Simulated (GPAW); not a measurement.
# C K-edge XANES of rock-salt (TiC)₁₋ₓ(ZrC)ₓ at x = 0.75, part 3 of 3

What does the C K edge look like in rock-salt (TiC)₁₋ₓ(ZrC)ₓ at x = 0.75?

GPAW 26.7.0; X-ray absorption from dipole matrix elements to empty bands, plane-wave PAW LDA.

So far. Step 5 (Spectrum with XCH, C atom 4): Main maxima below 24 eV (height): 1.5 eV (1.21), 3.6 eV (2.16) and 9.3 eV (1.75). A K edge sees empty p states; the first features are C p mixed into the empty d states of the Ti and Zr neighbours, and the broad ones above probably into the cations' higher empty bands. Step 5 (Spectrum with XCH, C atom 4): The total-energy difference is 284.89 eV.

## 7. Spectrum with XCH, Ti atom 7

The holes are 6.5 Å apart. The excited electron is kept in the cell, where it fills the lowest empty states and screens the hole. After the field has converged, empty bands are computed with the density fixed and the dipole matrix elements are summed.

The absorber has 3 C at 2.29 Å and 3 C at 2.31 Å (octahedral).

Contents of xas.py:

```python
import numpy as np
from ase import Atoms
from ase.parallel import parprint, paropen
from gpaw import GPAW, PW, FermiDirac, Mixer, MixerDif, setup_paths
from gpaw.test import gen
setup_paths.insert(0, '.')
gen('Ti', name='fch1s', xcname='LDA', corehole=(1, 0, 1), write_xml=True)
from gpaw.mpi import world
world.barrier()

atoms = Atoms('ZrCZrCZrCTiCTiCZrCZrCZrC',
    cell=[[0, 4.607, 4.607],
     [4.607, 0, 4.607],
     [4.607, 4.607, 0]],
    scaled_positions=[[0.9992976, 0.000548, 0.9995468],
     [0.7498099, 0.2503785, 0.2493465],
     [0.9993694, 0.0008436, 0.4995658],
     [0.7497336, 0.2502954, 0.7492672],
     [0.9995158, 0.5003767, 0.9996461],
     [0.7486377, 0.751553, 0.248737],
     [0.0005789, 0.5005543, 0.4992686],
     [0.7492807, 0.751039, 0.7498626],
     [0.49979, 0.9998991, 0.9992644],
     [0.2491482, 0.2510717, 0.2500134],
     [0.4995696, 0.0005019, 0.4992458],
     [0.2493869, 0.25051, 0.7496398],
     [0.4995304, 0.5003287, 0.9997339],
     [0.2489468, 0.749839, 0.2502908],
     [0.4995956, 0.500449, 0.4996362],
     [0.2497094, 0.750548, 0.7494047]],
    pbc=True)
atoms.calc = calc = GPAW(legacy_gpaw=True, mode=PW(500, force_complex_dtype=True), xc='LDA', setups={6: 'fch1s'},
    kpts={'size': (4, 4, 4), 'gamma': True}, occupations=FermiDirac(0.1),
    charge=-1, mixer=Mixer(0.1, 5, 50), maxiter=150,
    convergence={'density': 0.0001, 'eigenstates': 1e-6}, txt='scf.txt')
energy = atoms.get_potential_energy() + calc.get_reference_energy()
ef = calc.get_fermi_level()
out = dict(energy=energy, fermi=ef, forces=atoms.get_forces().tolist())
parprint(f'all-electron energy {energy:.4f} eV, Fermi level {ef:.4f} eV')
ev = np.array([[calc.get_eigenvalues(k, s) for k in range(len(calc.get_ibz_k_points()))] for s in range(calc.get_number_of_spins())])
out['homo'], out['lumo'], out['counts'] = ev[ev < ef].max(), ev[ev > ef].min(), sorted(set((ev < ef).sum((0, 2)).tolist()))
out['filled'] = (ev[:, 0] < ef).sum(1).tolist()

from ase.units import Ha
from gpaw.xas import dipole_matrix_elements
nb = int(calc.get_number_of_electrons() / 2) + 142
top, nb = nb, nb + 8 + nb // 12
nscf = calc.fixed_density(kpts={'size': (6, 6, 6), 'gamma': True}, nbands=nb,
    convergence={'bands': top, 'eigenstates': 5e-3}, maxiter=60, txt='nscf.txt')
cell = atoms.cell.array
ops = [cell.T @ U.T @ np.linalg.inv(cell.T) for U in nscf.wfs.kd.symmetry.op_scc]
E = np.arange(-6, 30, 0.1)
fwhm = np.interp(E, [4, 25], [0.94, 3.5])
Y, X, zero, highest = 0, 0, 1e9, 1e9
for spin in range(nscf.get_number_of_spins()):
    wfs = nscf.wfs
    mine = wfs.bd.get_slice()  # this rank's bands
    A = dipole_matrix_elements(wfs.setups[6])
    eps = np.zeros((wfs.kd.nibzkpts, nb))
    d = np.zeros((3, A.shape[1], wfs.kd.nibzkpts, nb), complex)
    for kpt in wfs.kpt_u:
        if kpt.s == spin and 6 in kpt.P_ani:
            eps[kpt.k, mine] = kpt.eps_n * Ha
            d[:, :, kpt.k, mine] = (kpt.weight * wfs.nspins / 2) ** 0.5 * np.inner(A, kpt.P_ani[6])
    world.sum(eps)
    world.sum(d)
    T = np.einsum('amkn,bmkn->abkn', d, d.conj()).real
    T = sum(np.einsum('ai,ijkn,bj->abkn', R, T, R) for R in ops) / len(ops)
    empty = eps > ef
    zero, highest = min(zero, eps[empty].min()), min(highest, eps[:, top - 1].min())
    lines = [(eps, T, empty)] if spin == 0 else lines + [(eps, T, empty)]
for eps, T, empty in lines:
    f = np.einsum('aakn->akn', T).reshape(3, -1)
    x = eps.ravel() - zero
    w = np.interp(x, E, fwhm) / 2.35482
    g = np.exp(-0.5 * ((E[:, None] - x) / w) ** 2) / (w * (2 * np.pi) ** 0.5)
    Y = Y + (f * empty.ravel()) @ g.T
    X = X + (f * ~empty.ravel()) @ g.T
out.update(E=E.round(2).tolist(), xas=Y.tolist(), xes=X.tolist(), zero=zero, valid=highest - zero, nk=len(eps), nb=nb)
for i in range(0, len(E), 10):
    parprint(f'{E[i]:7.2f}', *(f'{v:10.3e}' for v in Y[:, i]))
import json
with paropen('out.json', 'w') as f:
    json.dump(out, f)
```

Started as:

```sh
> OMP_NUM_THREADS=1 mpirun -n 4 gpaw python xas.py
```

Numbers of over 12 decimals in the logs are rounded to 6 here.

What it wrote:

```text
Input parameters:
  charge: -1
  convergence: {density: 0.0001,
                eigenstates: 1e-06}
  kpts: {gamma: True,
         size: (4, 4, 4)}
  maxiter: 150
  mixer: {backend: pulay,
          beta: 0.1,
          method: separate,
          nmaxold: 5,
          weight: 50}
  mode: {ecut: 500.0,
         force_complex_dtype: True,
         name: pw}
  occupations: {fixmagmom: False,
[...]
*d    :     0.333350
--------------------------------

Diagonalizing with gridspacing h=0.050

state   all-electron     PAW
-------------------------------
3s:      -2.983269    -2.983558
3p:      -2.108060    -2.108705
3d:      -0.666650    -0.667242
*f:                   -0.026873
-------------------------------
all-electron energy -636406.3566 eV, Fermi level 10.2652 eV
[...]
28.00  5.017e-07  4.976e-07  5.042e-07
  29.00  5.038e-07  4.997e-07  5.063e-07
[key lines of the parts left out:]
Converged after 19 iterations.
Dipole moment: (-0.015669, 0.460732, -0.074536) |e|*Ang
Free energy:   -171.071035
Fermi level: 10.26517
```

Run time: 14 min. Hardware: 4 MPI ranks of Arm Neoverse V2, shared host; peak memory 1.3 GiB.

The Ti K spectrum, Ti atom 7, excited-electron core hole (neutral cell) (energy from the lowest empty level; intensity scaled to a mean of 1 over the first 20 eV):

| E (eV) | intensity |
| --- | --- |
| -2.0 | 0.00 |
| -1.4 | 0.00 |
| -0.8 | 0.01 |
| -0.2 | 0.06 |
| 0.4 | 0.10 |
| 1.0 | 0.06 |
| 1.6 | 0.07 |
| 2.2 | 0.08 |
| 2.8 | 0.10 |
| 3.4 | 0.27 |
| 4.0 | 0.40 |
| 4.6 | 0.43 |
| 5.2 | 0.36 |
| 5.8 | 0.18 |
| 6.4 | 0.11 |
| 7.0 | 0.20 |
| 7.6 | 0.39 |
| 8.2 | 0.68 |
| 8.8 | 1.08 |
| 9.4 | 1.36 |
| 10.0 | 1.40 |
| 10.6 | 1.29 |
| 11.2 | 1.19 |
| 11.8 | 1.29 |
| 12.4 | 1.58 |
| 13.0 | 1.93 |
| 13.6 | 2.22 |
| 14.2 | 2.35 |
| 14.8 | 2.31 |
| 15.4 | 2.16 |
| 16.0 | 1.93 |
| 16.6 | 1.63 |
| 17.2 | 1.34 |
| 17.8 | 1.14 |
| 18.4 | 1.09 |
| 19.0 | 1.14 |
| 19.6 | 1.20 |
| 20.2 | 1.19 |
| 20.8 | 1.13 |
| 21.4 | 1.06 |
| 22.0 | 1.04 |
| 22.6 | 1.06 |
| 23.2 | 1.10 |
| 23.8 | 1.13 |
| 24.4 | 1.12 |
| 25.0 | 1.11 |
| 25.6 | 1.09 |
| 26.2 | 1.09 |
| 26.8 | 1.10 |
| 27.4 | 1.10 |
| 28.0 | 1.10 |
| 28.6 | 1.10 |
| 29.2 | 1.11 |
| 29.8 | 1.13 |

Main maxima below 29 eV (height): 0.3 eV (0.10), 4.5 eV (0.43), 9.8 eV (1.42), 14.4 eV (2.35) and 19.9 eV (1.20). A K edge sees empty p states. The first eV above the zero hold little dipole weight, as the lowest empty bands are of d character; the main edge, of 4p character, rises through 0.6 near 8 eV above the zero.

The total-energy difference is 4970.35 eV. One term is added: -22.68 eV, since the hole is spin-paired here and a spin-polarised one costs that much less in the free atom (computed apart). The photon energy is then 4947.67 eV. The tabulated edge of the element is 4966 eV. The functional leaves an error in such absolute values: in the free atom LDA prices this hole 13.2 eV below PBE (computed apart), and PBE is itself good to a few eV.

## 8. Summary of results

| Item | Value |
| --- | --- |
| absorber and edge | C K, atom 4 of the ground-state input (counted from 1) |
| surroundings | 3 Zr at 2.30 Å, 1 Ti at 2.31 Å, 1 Zr at 2.31 Å and 1 Ti at 2.31 Å (octahedral) |
| highest intensity below 16 eV | 3.6 eV above the zero, height 2.16 |
| photon energy of the zero, with the added terms | 278.2 eV (raw 284.9 eV; LDA puts this hole about 3 eV below PBE, itself good to a few eV) |

In words: The C K edge of atom 4, with 3 Zr at 2.30 Å, 1 Ti at 2.31 Å, 1 Zr at 2.31 Å and 1 Ti at 2.31 Å (octahedral), has its highest intensity of the first 16 eV at 3.6 eV above the zero, near 282 eV in photon energy (LDA puts this hole about 3 eV below PBE, itself good to a few eV), 2.2 times the mean level of the first 20 eV (Gaussian full width 0.9 eV up to 4 eV, rising linearly to 3.5 eV at 25 eV). At the C K edge of atom 4 polarisation matters most near 3.5 eV, where the curves differ by 4.3 on this scale.

[Banner, clock and machine lines of the logs are left out without a mark of their own.]

[Logs are printed without paths, hosts, clocks, repeated set-up lines and the standing remarks that a program may print on its own settings, such as how far it seeks lower states.]

[Hosts, paths, dates, database ids (printed as entryN), source tags and the programs' standing remarks are cut or masked in the printed files.]

[Lists of maxima count a maximum above −3 eV only where it reaches 4 % of the highest in the window and stands out from its surroundings by 2 % of it (1.5 % where it reaches 55 %); shoulders and weaker maxima are passed over, and of the rest the first, up to two pre-edge ones and the few strongest are named.]
